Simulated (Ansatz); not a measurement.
## GaAs wire along [111], 38 atoms a period, H-terminated: bands by functional

Wanted: the relaxed geometry and the bands of the GaAs wire along [111], 38 atoms a period, H-terminated.

Method: DFT PBE, plane waves, PAW; relaxation of a wire's period; PAW set soft_1, in the first sound run; inputs show where later runs differ, in Ansatz 0.2.0.

This is a report of a sequence of runs, with most program output left out.

## (1) The starting structure

The cell holds 68 atoms: 19 Ga, 19 As and 30 H. Its edges and angles: a = 17.512 Å, b = 19.141 Å, c = 9.959 Å, α = 90.0°, β = 90.0°, γ = 90.0°. Vacuum lies along a and b. The structure's axis is c.

## (2) Relaxing the period

Band widths follow the bond lengths, so the wire is relaxed first. The atoms and the third cell vector are free; the box across stays fixed as vacuum. A Fermi-Dirac smearing is set since the result may be a metal. The pressure printed is a third of the stress's trace over the whole box, vacuum included; only the stress along the axis is relaxed.

The input, input.yaml:

```yaml
crystal:
  lattice:
    - [17.512, 0.0, 0.0]
    - [0.0, 19.141, 0.0]
    - [0.0, 0.0, 9.9592921435]
  atoms:
    - { symbol: Ga, position: [0.267820043, 0.623369798, 0.0] }
    - { symbol: Ga, position: [0.383907983, 0.439411723, 0.0] }
    - { symbol: Ga, position: [0.499995922, 0.623369798, 0.0] }
    - { symbol: As, position: [0.267820043, 0.623369798, 0.25] }
    - { symbol: As, position: [0.383907983, 0.439411723, 0.25] }
    - { symbol: As, position: [0.499995922, 0.255453648, 0.25] }
    - { symbol: As, position: [0.499995922, 0.623369798, 0.25] }
    - { symbol: As, position: [0.616083862, 0.439411723, 0.25] }
[... 56 atom lines left out ...]
    - { symbol: H, position: [0.804440514, 0.462557683, 0.968544517] }
    - { symbol: Ga, position: [0.499995922, 0.255453648, 0.0] }
    - { symbol: Ga, position: [0.616083862, 0.439411723, 0.0] }
    - { symbol: Ga, position: [0.732171801, 0.623369798, 0.0] }
kpoints:
  mp_grid: { grid: [1, 1, 9] }
scf:
  occupations: { method: fermi_dirac, width: 0.05 }
hamiltonian:
  xc: pbe
  pseudopotentials: { kind: paw, azcp: { folder: soft_1 } }
relax:
  cell: { fix: [a, b, alpha, beta, gamma] }
  max_steps: 45
  f_tol: 0.03
```

Launch:

```sh
$ ansatz run input.yaml --threads 4 --pin off --max-ram 16384MiB --backend cpu --events-out ev --progress --plain --runs-dir out
```

Elapsed: 19 min, on 4 threads of Intel Xeon Platinum 8375C at 2.90GHz (Ice Lake), shared host; peak memory 11 GiB.

Relaxation path:

| step | energy less that of the first step (eV) | largest force component (eV/Å) | pressure (GPa) | volume (Å³) |
| --- | --- | --- | --- | --- |
| 1 | 0.0000 | 0.7528 | -0.35 | 3338.33 |
| 2 | -1.4686 | 0.4232 | -0.18 | 3337.31 |
| 3 | -1.6374 | 0.1223 | -0.03 | 3335.96 |
| 4 | -1.6490 | 0.0312 | 0.01 | 3337.94 |
| 5 | -1.6496 | 0.0524 | 0.00 | 3340.33 |
| 6 | -1.6506 | 0.0150 | 0.00 | 3340.25 |
| 7* | -1.6509 | 0.0150 | 0.00 | 3340.25 |

Relaxation steps marked * repeat the geometry before them on a plane-wave basis chosen anew for their cell, so energy and pressure can jump there.

Forces are held to the 2 operations that the run works with; a distortion that breaks them can't arise in this run.

| cell as run | before | after | change |
| --- | --- | --- | --- |
| c (Å) | 9.959 | 9.965 | +0.1 % |

The atoms that moved most (Å, along periodic axes as changes of fractional coordinates times the final cell, across vacuum about the mean position):

| atom | dx | dy | dz | length |
| --- | --- | --- | --- | --- |
| H40 | 0.164 | 0.095 | -0.002 | 0.189 |
| H42 | -0.164 | 0.095 | -0.002 | 0.189 |
| H41 | 0.000 | -0.189 | -0.002 | 0.189 |
| H60 | 0.157 | 0.087 | -0.012 | 0.180 |
| H65 | -0.157 | 0.087 | -0.012 | 0.180 |
| H64 | -0.154 | 0.093 | -0.012 | 0.180 |
| H61 | 0.154 | 0.093 | -0.012 | 0.180 |
| H63 | -0.004 | -0.179 | -0.012 | 0.180 |

This step gave:

* cell length along the wire: 9.965 Å

The cell's length comes to 9.965 Å with spin left out.

## (3) The wire at its relaxed period

This step: DFT PBE, plane waves, PAW; bands of a perfect wire; PAW set soft_1 (Ansatz 0.2.0).

At the relaxed period the bands are computed along the axis; those that cross an energy going forward count the channels that a perfect wire would open there.

The input, input.yaml:

```yaml
crystal:
  lattice:
    - [17.512, 0.0, 0.0]
    - [0.0, 19.141, 0.0]
    - [0.0, 0.0, 9.9650350924]
  atoms:
    - { symbol: Ga, position: [0.262344474, 0.626275877, 0.992566851] }
    - { symbol: Ga, position: [0.386086404, 0.440566778, 0.010459517] }
    - { symbol: Ga, position: [0.5, 0.621087625, 0.010450394] }
    - { symbol: As, position: [0.275738388, 0.61918893, 0.242603637] }
    - { symbol: As, position: [0.38108916, 0.437917807, 0.257965801] }
    - { symbol: As, position: [0.5, 0.263798139, 0.242593668] }
    - { symbol: As, position: [0.5, 0.626360642, 0.257962453] }
    - { symbol: As, position: [0.61891084, 0.437917807, 0.257965801] }
[... 56 atom lines left out ...]
    - { symbol: H, position: [0.795465026, 0.467082868, 0.967327439] }
    - { symbol: Ga, position: [0.5, 0.249670039, 0.992563085] }
    - { symbol: Ga, position: [0.613913596, 0.440566778, 0.010459517] }
    - { symbol: Ga, position: [0.737655526, 0.626275877, 0.992566851] }
kpoints:
  mp_grid: { grid: [1, 1, 9] }
  band_path: { path: ["Γ", Z], npoints: 90 }
scf:
  occupations: { method: fermi_dirac, width: 0.05 }
hamiltonian:
  xc: pbe
  pseudopotentials: { kind: paw, azcp: { folder: soft_1 } }
output:
  dos: { e_range: [-5, 4] }
  write_potential: true
  write_density: true
  volumetric_format: npy
```

It took 52 min on 4 threads; peak memory 13 GiB.

Numbers from this step:

- band gap: 2.381 eV

Electronic bands along the path, in eV, zero at the Fermi level; v1 is the highest filled band, c1 the lowest empty one:

| point | v4 | v3 | v2 | v1 | c1 | c2 | c3 | c4 |
| --- | --- | --- | --- | --- | --- | --- | --- | --- |
| Γ | -1.72 | -1.58 | -1.58 | -1.16 | 1.22 | 1.41 | 1.63 | 1.63 |
| halfway | -1.79 | -1.58 | -1.58 | -1.55 | 1.35 | 1.44 | 1.44 | 1.47 |
| Z | -1.76 | -1.76 | -1.66 | -1.66 | 1.22 | 1.34 | 1.35 | 1.63 |

The gap is 2.38 eV, with spin left out.

On this path the gap is direct, 2.38 eV, with the valence top at Γ and the conduction bottom at Γ.

## (4) Another level of theory, cutoff 500 eV, k-mesh 1×1×7

This step: DFT r2SCAN, plane waves, PAW; bands of a perfect wire at the PBE geometry; PAW set soft_1 (Ansatz 0.2.0).

The atoms stay at the PBE geometry and the functional changes. r2SCAN also reads the kinetic-energy density; it often gives larger moments and wider gaps than PBE, at a higher cost. Against the first PBE run of this kind, the cutoff is 500 eV against 420 and the mesh along the wire has 7 points against 9.

Changes to input.yaml since step 3:

```diff
@@ -75,3 +75,3 @@
 kpoints:
-  mp_grid: { grid: [1, 1, 9] }
+  mp_grid: { grid: [1, 1, 7] }
   band_path: { path: ["Γ", Z], npoints: 90 }
@@ -80,8 +80,3 @@
 hamiltonian:
-  xc: pbe
+  xc: r2scan
   pseudopotentials: { kind: paw, azcp: { folder: soft_1 } }
-output:
-  dos: { e_range: [-5, 4] }
-  write_potential: true
-  write_density: true
-  volumetric_format: npy
```

Run time: 84 min. Hardware: 4 threads; peak memory 13 GiB; 5.3 h of CPU time.

This step gave:

```yaml
band_gap: 2.773 eV
```

Electronic bands along the path, in eV, zero at the Fermi level; v1 is the highest filled band, c1 the lowest empty one:

| point | v4 | v3 | v2 | v1 | c1 | c2 | c3 | c4 |
| --- | --- | --- | --- | --- | --- | --- | --- | --- |
| Γ | -1.94 | -1.80 | -1.80 | -1.36 | 1.45 | 1.56 | 1.76 | 1.76 |
| halfway | -2.02 | -1.80 | -1.80 | -1.76 | 1.55 | 1.61 | 1.61 | 1.64 |
| Z | -1.99 | -1.99 | -1.89 | -1.89 | 1.41 | 1.51 | 1.51 | 1.78 |

The gap is 2.77 eV, against 2.38 eV under PBE at the relaxed period.

## (5) Outcome

| Quantity | Value |
| --- | --- |
| cell length, PBE | 9.965 Å |
| gap, PBE | 2.38 eV |
| gap, r2SCAN | 2.77 eV |

Under PBE the cell's length is 9.97 Å, and a gap of 2.38 eV makes it a semiconductor. At the relaxed period the wire is gapped under every functional, from 2.38 eV (PBE) to 2.77 eV (r2SCAN). Weak screening in one dimension makes quasiparticle gaps larger than the semilocal gaps, as a rule. Plain hydrogen on a compound's surface is a simple closure: it may leave surface states, and facets that end in unlike atoms put a field across the wire, both of which shrink the gap.

[Logs are printed without paths, hosts, clocks, repeated set-up lines and the standing remarks that a program may print on its own settings, such as how far it seeks lower states.]

[Hosts, paths, dates, database ids (printed as entryN), source tags and the programs' standing remarks are cut or masked in the printed files.]
